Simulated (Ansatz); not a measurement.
# A convergence test on BaTiO3 (P4mm): k mesh of the density

Aim: see how gap, energy and time of BaTiO3 (P4mm) follow the k mesh of the density.

Method: DFT, PBE, plane waves, PAW, in Ansatz 0.2.0.

## Step 1: Starting point

The structure is tetragonal, space group P4mm (No. 99). The conventional cell has a = 3.990 Å, b = 3.990 Å, c = 4.023 Å, α = 90.00°, β = 90.00°, γ = 90.00°. Nearest to Ba lie 12 O at 2.80 to 2.87 Å. Nearest to Ti lie 6 O at 1.84 to 2.18 Å. Nearest to O lie 2 Ti at 1.84 to 2.18 Å and 4 Ba at 2.82 Å. Nearest to O lie 2 Ti at 2.00 Å and 4 Ba at 2.80 to 2.87 Å. Farther neighbours and most contacts between anions are not listed.

Structure file:

```cif
data_structure
_symmetry_space_group_name_H-M 'P4mm'
_symmetry_Int_Tables_number 99
_cell_length_a 3.9905
_cell_length_b 3.9905
_cell_length_c 4.0230
_cell_angle_alpha 90.000
_cell_angle_beta 90.000
_cell_angle_gamma 90.000
_cell_volume 64.06
loop_
_atom_site_label
_atom_site_type_symbol
_atom_site_symmetry_multiplicity
_atom_site_Wyckoff_symbol
_atom_site_fract_x
_atom_site_fract_y
_atom_site_fract_z
_atom_site_occupancy
Ba1 Ba 1 a 0.00000 0.00000 0.00000 1
Ti1 Ti 1 b 0.50000 0.50000 0.52200 1
O1 O 1 b 0.50000 0.50000 0.97900 1
O2 O 2 c 0.50000 0.00000 0.48800 1
```

The cell and positions come from the Crystallography Open Database and are kept as given unless a step says otherwise. Spin-orbit coupling is left out unless a step names it. The default PAW set here is soft_2. Its files were made with PBE.

## Step 2: k mesh of the density: 2×2×2

The input, input.yaml:

```yaml
crystal:
  lattice:
    - [3.99048, 0.0, 0.0]
    - [0.0, 3.99048, 0.0]
    - [0.0, 0.0, 4.02303]
  atoms:
    - { symbol: Ba, position: [0.0, 0.0, 0.0] }
    - { symbol: Ti, position: [0.5, 0.5, 0.522] }
    - { symbol: O, position: [0.5, 0.5, 0.979] }
    - { symbol: O, position: [0.5, 0.0, 0.488] }
    - { symbol: O, position: [0.0, 0.5, 0.488] }
kpoints:
  mp_grid: { grid: [2, 2, 2] }
  band_path:
    path:
      - [0.0, 0.0, 0.0]
      - [0.0, 0.5, 0.0]
      - [0.5, 0.5, 0.0]
      - [0.0, 0.0, 0.5]
      - [0.0, 0.5, 0.5]
      - [0.5, 0.5, 0.5]
    npoints: 1
hamiltonian:
  xc: pbe
scf:
  occupations: { method: fixed }
  n_extra_bands: 5
output:
  eigenvalues: true
  forces: true
  stress: true
  write_density: true
  write_potential: true
  elf: true
  volumetric_format: npy
```

Command:

```console
$ ansatz run input.yaml --threads 3 --pin off --max-ram 92160MiB --backend cuda --events-out ev --progress --plain --runs-dir out --devices 1 --max-vram 13GiB
```

Numbers of over 12 decimals in the logs are rounded to 6 here.

The program printed:

```text
scf.n_extra_bands = 5 over 20 filled bands (N_el = 40.0): the run solves 25 bands
GPUs: using 1 of 1 available (devices: 1).
Engine: ansatz 0.2.0, x86_64-unknown-linux-gnu
Pseudopotentials: kind: paw
Pseudopotential: Ba, paw, valence charge 10, recommended cutoff 420 eV (normal), Ba.paw.azcp
Pseudopotential: Ti, paw, valence charge 12, recommended cutoff 420 eV (normal), Ti.paw.azcp
Pseudopotential: O, paw, valence charge 6, recommended cutoff 420 eV (normal), O.paw.azcp
Functional definition: PBE
  parameter kappa = 0.804
  parameter beta = 0.066725
  exchange = pbe_x(kappa = kappa, mu = beta*pi^2/3)
  correlation = pbe_c(beta = beta)
device memory: the entry about to start is reckoned to put 1.5 GiB on a device that reports 35.8 GiB free (of which the cap on the GPU budget leaves the run 13.0 GiB)
GPU FFT provider: cuFFT
GPU libraries: cuBLAS 13.8.2, cuFFT 12.4.0, cuSOLVER 12.3.4
Crystal: 5 atoms, lattice volume = 64.062 Å³
Basis set: ecut = 420 eV, 1245 PW (Γ), exchange–correlation on 54×54×54 points (8 copies of the dense FFT grid, shifted against one another)
Bands: 25, of which v1, the nominal top of the filled ones, is band 20 counted from 1 (19 counted from 0)
Symmetry: 8 space group operations
Space group: P4mm (ITA 99), of the structure as read, at distance tolerance 4.0e-5 Å
k-points: 6 of 8
Non-local potential: Ba, projectors of the file, l = 0: 3, l = 1: 2, l = 2: 2, l = 3: 2
Non-local potential: Ti, projectors of the file, l = 0: 3, l = 1: 2, l = 2: 3, l = 3: 1
Non-local potential: O, projectors of the file, l = 0: 2, l = 1: 2, l = 2: 1
PAW form: soft (Blöchl's): semilocal exchange-correlation on the pseudo side does not see the compensation charge
PAW one-centre angular grid: Ba, 194 points (default); XC on 64 Gauss nodes
PAW one-centre angular grid: Ti, 590 points (default); XC on 64 Gauss nodes
PAW one-centre angular grid: O, 110 points (default); XC on 64 Gauss nodes
Initial density: superposition of atomic densities (neutral atoms: chi_scale 0, normalization atom), corrected by the library's trained network
Initial wavefunctions: pseudopotential atomic-orbital guess
GPU buffer pool allocated for 19683 grid points (all kernels)
GPU transforms: local potential and band sums: pruned to the plane-wave sphere, on 27×27×27
Functional: x = pbe(κ = 0.804, μ = 0.219515), c = pbe(β = 0.066725)
SCF iter   1: F=—  HF=-10159.033427 eV  |F-HF|=—  |Δ(HF+E_count)|=         —  Δρ=1.00e-2  dr2=6.54e-2  ethr=1.77e-3  ⟨swp⟩=4.0  Hψ=629  notcnv=0  defer=10
preconditioner: auto → Resta (q_TF=auto, 2.522 Å⁻¹)  ε∞=5.8  [insulator: Δε(μ)=1.844 eV  Ē_g=11.931 eV  n_scr=18 (ndim 8)  ℏωp=26.2 eV  f_vac=0.000  ε∞_Penn≈5.8]
SCF iter   2: F=—  HF=-10159.024399 eV  |F-HF|=—  |Δ(HF+E_count)|=   9.03e-3  Δρ=6.25e-3  dr2=1.84e-2  ethr=1.64e-4  ⟨swp⟩=2.7  Hψ=276  notcnv=0  defer=16
SCF iter   3: F=—  HF=-10159.021307 eV  |F-HF|=—  |Δ(HF+E_count)|=   3.09e-3  Δρ=2.07e-3  dr2=1.30e-3  ethr=4.60e-5  ⟨swp⟩=2.5  Hψ=230  notcnv=0  defer=15
SCF iter   4: F=—  HF=-10159.021232 eV  |F-HF|=—  |Δ(HF+E_count)|=   7.56e-5  Δρ=4.43e-4  dr2=7.91e-5  ethr=3.25e-6  ⟨swp⟩=2.0  Hψ=277  notcnv=0  defer=15
SCF iter   5: F=—  HF=-10159.020536 eV  |F-HF|=—  |Δ(HF+E_count)|=   6.96e-4  Δρ=1.80e-4  dr2=1.53e-5  ethr=1.98e-7  ⟨swp⟩=2.0  Hψ=240  notcnv=0  defer=11
SCF iter   6: F=—  HF=-10159.020538 eV  |F-HF|=—  |Δ(HF+E_count)|=   1.85e-6  Δρ=4.98e-5  dr2=1.11e-6  ethr=3.82e-8  ⟨swp⟩=2.2  Hψ=230  notcnv=0  defer=13
SCF iter   7: F=-10159.020539 eV  HF=-10159.020539 eV  |F-HF|=9.78e-8  |Δ(HF+E_count)|=   9.83e-7  Δρ=1.36e-5  dr2=9.66e-8  ethr=2.50e-10  ⟨swp⟩=13.2  Hψ=1395  notcnv=0
SCF 1 converged in 7 iterations: F = -10159.020539 eV  dr2 = 9.66e-8
[...]
device memory: the entry about to start is reckoned to put 0.9 GiB on a device that reports 34.2 GiB free (of which the cap on the GPU budget leaves the run 13.0 GiB)
NSCF: frozen V_eff on 6 k-points
SCF converged after 7 iterations
Free energy (F): -10159.020539 eV
Harris-Foulkes:  -10159.020539 eV  (|F-HF|=9.78e-8)
Internal energy: -10159.020539 eV  (E = F + TS)
E sigma→0 (E₀):  -10159.020539 eV
Fermi energy:    10.482294 eV
--- Per-component energies (eV) ---
  E_band       = -138.575005
  E_kinetic    = 971.996387
  E_local      = -2105.279176  (includes V_loc(G=0)·N_el)
  E_nonlocal   = 203.627383
  E_hartree    = 823.327731
  E_xc         = -491.676714
  E_vxc        = -546.406165  (∫ρ·V_xc dr)
  E_paw        = -6744.847076  (= ΣΔE_a)
  E_vpaw       = -309.177528  (= ΣTr[D̂ρ^β])
  E_aug_tail   = 0.007506  (compensation charges beyond the density's cutoff)
  E_ewald      = -2816.176581
  E_smearing   = -0.000000  (= −TS)
  E_closure    = 0.000000  (closes the sum)
  Σ components = -10159.020539   (vs F -10159.020539, Δ=0.00e0)
--- Forces (eV/Å), atoms counted from 1 ---
  atom   1  Ba     0.00000000    -0.00000000     0.26024173
  atom   2  Ti     0.00000000    -0.00000000     1.83436598
  atom   3  O     -0.00000000     0.00000000    -0.84431110
  atom   4  O     -0.00000000    -0.00000000    -0.62505258
  atom   5  O     -0.00000000     0.00000000    -0.62505258
  max |Σ_I F_I| component: 1.91e-4 eV/Å
--- Stress (GPa, compression-positive) ---
        4.814003      -0.000000       0.000000
       -0.000000       4.814003      -0.000000
        0.000000      -0.000000       7.883498
  P = ⅓ Tr σ = 5.8372 GPa (58.372 kbar)
--- Band table (eV; the first three rows and the last of 6) ---
  k-point 0: bands = [... 16 lower, 9.2702, 10.0471, 10.1199, 10.1199, 12.1222, 12.5205, 12.5205, 14.3486, ... 1 higher]
  k-point 1: bands = [... 16 lower, 8.5169, 8.5448, 9.7928, 9.7928, 12.2444, 13.9654, 13.9654, 14.3463, ... 1 higher]
  k-point 2: bands = [... 16 lower, 8.6000, 8.7811, 9.3529, 9.5283, 12.6151, 13.8497, 13.9322, 14.5016, ... 1 higher]
  k-point 5: bands = [... 16 lower, 8.0408, 10.2923, 10.2923, 10.4823, 14.5174, 14.5422, 14.5422, 16.9183, ... 1 higher]
```

Elapsed: 3.7 s, on 1 × NVIDIA H100 80GB HBM3 (shared by 6 runs) with 3 threads of AMD EPYC 7R13 (Zen 3), shared host; peak memory 0.95 GiB.

Numbers from this step:

```yaml
pressure: 5.837 GPa
gap: 1.640 eV
valence_top_at: A
conduction_bottom_at: Γ
least_direct_gap: 2.002 eV
```

The gap is indirect, with the least direct gap 0.36 eV higher.

## Step 3: k mesh of the density: 4×4×4

Edit input.yaml of step 2 so:

```diff
@@ -12,3 +12,3 @@
 kpoints:
-  mp_grid: { grid: [2, 2, 2] }
+  mp_grid: { grid: [4, 4, 4] }
   band_path:
@@ -31,5 +31 @@
   stress: true
-  write_density: true
-  write_potential: true
-  elf: true
-  volumetric_format: npy
```

The program printed:

```text
[...]
GPUs: using 1 of 1 available (devices: 1).
[...]
GPU FFT provider: cuFFT
GPU libraries: cuBLAS 13.8.2, cuFFT 12.4.0, cuSOLVER 12.3.4
Crystal: 5 atoms, lattice volume = 64.062 Å³
Basis set: ecut = 420 eV, 1245 PW (Γ), exchange–correlation on 54×54×54 points (8 copies of the dense FFT grid, shifted against one another)
[...]
k-point 0: bands = [... 16 lower, 9.2045, 9.9824, 10.0559, 10.0559, 12.2572, 12.6245, 12.6245, 14.5033, ... 1 higher]
  k-point 1: bands = [... 16 lower, 8.8020, 9.1069, 9.8809, 9.8809, 12.3204, 13.3863, 13.3863, 14.5009, ... 1 higher]
  k-point 2: bands = [... 16 lower, 8.4623, 8.4874, 9.7219, 9.7219, 12.3861, 14.0723, 14.0723, 14.5014, ... 1 higher]
  k-point 17: bands = [... 16 lower, 8.0165, 10.2263, 10.2263, 10.4011, 14.6389, 14.6515, 14.6515, 16.9142, ... 1 higher]
[key lines of the parts left out:]
SCF converged after 7 iterations
Free energy (F): -10159.571875 eV
Fermi energy:    10.401076 eV
P = ⅓ Tr σ = 3.9994 GPa (39.994 kbar)
```

Wall time 5.2 s (1 × NVIDIA H100 80GB HBM3 (shared by 6 runs) with 3 threads); peak memory 0.95 GiB; 3.4 s of CPU time.

This step gave:

```
pressure             : 3.999 GPa
gap                  : 1.856 eV
valence top at       : A
conduction bottom at : Γ
least direct gap     : 2.201 eV
```

The gap is 1.856 eV, +0.216 eV from the run before at this level.

## Step 4: k mesh of the density: 6×6×6 (the default)

input.yaml, the sections that differ from step 3:

```yaml
kpoints:
  mp_grid: { grid: [6, 6, 6] }
  band_path:
    path:
      - [[0.0, 0.0, 0.0], [0.0, 0.5, 0.0], [0.5, 0.5, 0.0], [0.0, 0.0, 0.0], [0.0, 0.0, 0.5], [0.0, 0.5, 0.5], [0.5, 0.5, 0.5], [0.0, 0.0, 0.5]]
      - [[0.0, 0.5, 0.0], [0.0, 0.5, 0.5]]
      - [[0.5, 0.5, 0.0], [0.5, 0.5, 0.5]]
    npoints: 10
scf:
  occupations: { method: fermi_dirac, width: 0.02 }
  n_extra_bands: 5
output:
  eigenvalues: true
  forces: true
  stress: true
  write_density: true
  write_potential: true
  elf: true
  volumetric_format: npy
# crystal, hamiltonian: as in step 3
```

The program printed:

```text
[...]
GPUs: using 1 of 1 available (devices: 1).
[...]
GPU FFT provider: cuFFT
GPU libraries: cuBLAS 13.8.2, cuFFT 12.4.0, cuSOLVER 12.3.4
Crystal: 5 atoms, lattice volume = 64.062 Å³
Basis set: ecut = 420 eV, 1245 PW (Γ), exchange–correlation on 54×54×54 points (8 copies of the dense FFT grid, shifted against one another)
[...]
k-point 0: bands = [... 16 lower, 9.2044, 9.9809, 10.0554, 10.0554, 12.2620, 12.6279, 12.6279, 14.5091, ... 1 higher]
  k-point 1: bands = [... 16 lower, 8.9935, 9.4921, 9.9674, 9.9674, 12.2933, 13.0233, 13.0233, 14.5071, ... 1 higher]
  k-point 2: bands = [... 16 lower, 8.6260, 8.7787, 9.7986, 9.7986, 12.3579, 13.7377, 13.7377, 14.5067, ... 1 higher]
  k-point 39: bands = [... 16 lower, 8.0171, 10.2246, 10.2246, 10.4006, 14.6437, 14.6550, 14.6550, 16.9137, ... 1 higher]
[key lines of the parts left out:]
SCF converged after 6 iterations
Free energy (F): -10159.578600 eV
Fermi energy:    11.336806 eV
P = ⅓ Tr σ = 3.9841 GPa (39.841 kbar)
```

Elapsed: 9.7 s, on 1 × NVIDIA H100 80GB HBM3 (shared by 6 runs) with 3 threads; peak memory 0.96 GiB; 5.4 s of CPU time.

This step gave:

| Quantity | Value |
| --- | --- |
| pressure | 3.984 GPa |
| gap | 1.861 eV |
| valence top at | A |
| conduction bottom at | Γ |
| least direct gap | 2.207 eV |

The gap is 1.861 eV, +0.005 eV from the run before at this level.

## Step 5: k mesh of the density: 8×8×8

input.yaml, the sections that differ from step 4:

```yaml
kpoints:
  mp_grid: { grid: [8, 8, 8] }
  band_path:
    path:
      - [0.0, 0.0, 0.0]
      - [0.0, 0.5, 0.0]
      - [0.5, 0.5, 0.0]
      - [0.0, 0.0, 0.5]
      - [0.0, 0.5, 0.5]
      - [0.5, 0.5, 0.5]
    npoints: 1
scf:
  occupations: { method: fixed }
  n_extra_bands: 5
output:
  eigenvalues: true
  forces: true
  stress: true
# crystal, hamiltonian: as in step 4
```

The program printed:

```text
[...]
GPUs: using 1 of 1 available (devices: 1).
[...]
GPU FFT provider: cuFFT
GPU libraries: cuBLAS 13.8.2, cuFFT 12.4.0, cuSOLVER 12.3.4
Crystal: 5 atoms, lattice volume = 64.062 Å³
Basis set: ecut = 420 eV, 1245 PW (Γ), exchange–correlation on 54×54×54 points (8 copies of the dense FFT grid, shifted against one another)
[...]
k-point 0: bands = [... 16 lower, 9.2046, 9.9809, 10.0554, 10.0554, 12.2621, 12.6279, 12.6279, 14.5092, ... 1 higher]
  k-point 1: bands = [... 16 lower, 9.0783, 9.6779, 10.0038, 10.0038, 12.2804, 12.8640, 12.8640, 14.5077, ... 1 higher]
  k-point 2: bands = [... 16 lower, 8.8020, 9.1064, 9.8807, 9.8807, 12.3254, 13.3894, 13.3894, 14.5068, ... 1 higher]
  k-point 74: bands = [... 16 lower, 8.0172, 10.2246, 10.2246, 10.4007, 14.6438, 14.6550, 14.6550, 16.9136, ... 1 higher]
[key lines of the parts left out:]
SCF converged after 7 iterations
Free energy (F): -10159.578771 eV
Fermi energy:    10.400696 eV
P = ⅓ Tr σ = 3.9837 GPa (39.837 kbar)
```

The job ended after 5.5 s (1 × NVIDIA H100 80GB HBM3 (shared by 6 runs) with 3 threads; peak memory 0.93 GiB).

Numbers from this step:

```
pressure             : 3.984 GPa
gap                  : 1.861 eV
valence top at       : A
conduction bottom at : Γ
least direct gap     : 2.207 eV
```

The gap is 1.861 eV, as in the run before at this level.

## Step 6: The series

Differences are against the last row; a negative gap means that bands overlap, and a run with a band path holds that path's time. Times are wall times on 1 × NVIDIA H100 80GB HBM3 (shared by 6 runs) with 3 threads of AMD EPYC 7R13 (Zen 3), shared host, good to a factor of about two.

```tsv
k mesh of the density	gap (eV)	direct gap (eV)	gap error (eV)	energy error (meV/atom)	irreducible k	time
2×2×2	1.640	2.002	−0.222	+111.6	6	3.7 s
4×4×4	1.856	2.201	−0.005	+1.4	18	5.2 s
6×6×6	1.861	2.207	+0.000	+0.0	40	9.7 s
8×8×8	1.861	2.207	+0.000	+0.0	75	5.5 s
```

## Step 7: Outcome

| Quantity | Value |
| --- | --- |
| 2×2×2 | 1.640 eV |
| 4×4×4 | 1.856 eV |
| 6×6×6 | 1.861 eV |
| 8×8×8 | 1.861 eV |

**Reading.** The gap holds to 0.02 eV from 4×4×4 on. At 2×2×2 the gap is off by −0.222 eV and the energy by +112 meV/atom. The gap is read over the mesh and added points near the edges, so meshes differ mainly through the density and, for a hybrid, the exchange operator.

[Paths, hosts, dates, memory and timing lines, banners, echoed tables and standing remarks are left out of the program output.]

[Logs are printed without paths, hosts, clocks, repeated set-up lines and the standing remarks that a program may print on its own settings, such as how far it seeks lower states.]

[Runs of the session that timed out or met a known fault of the program may be left out.]

[Cells called generated may have been cut or substituted from an entry of the Crystallography Open Database or the Materials Project.]

[Hosts, paths, dates, database ids (printed as entryN), source tags and the programs' standing remarks are cut or masked in the printed files.]
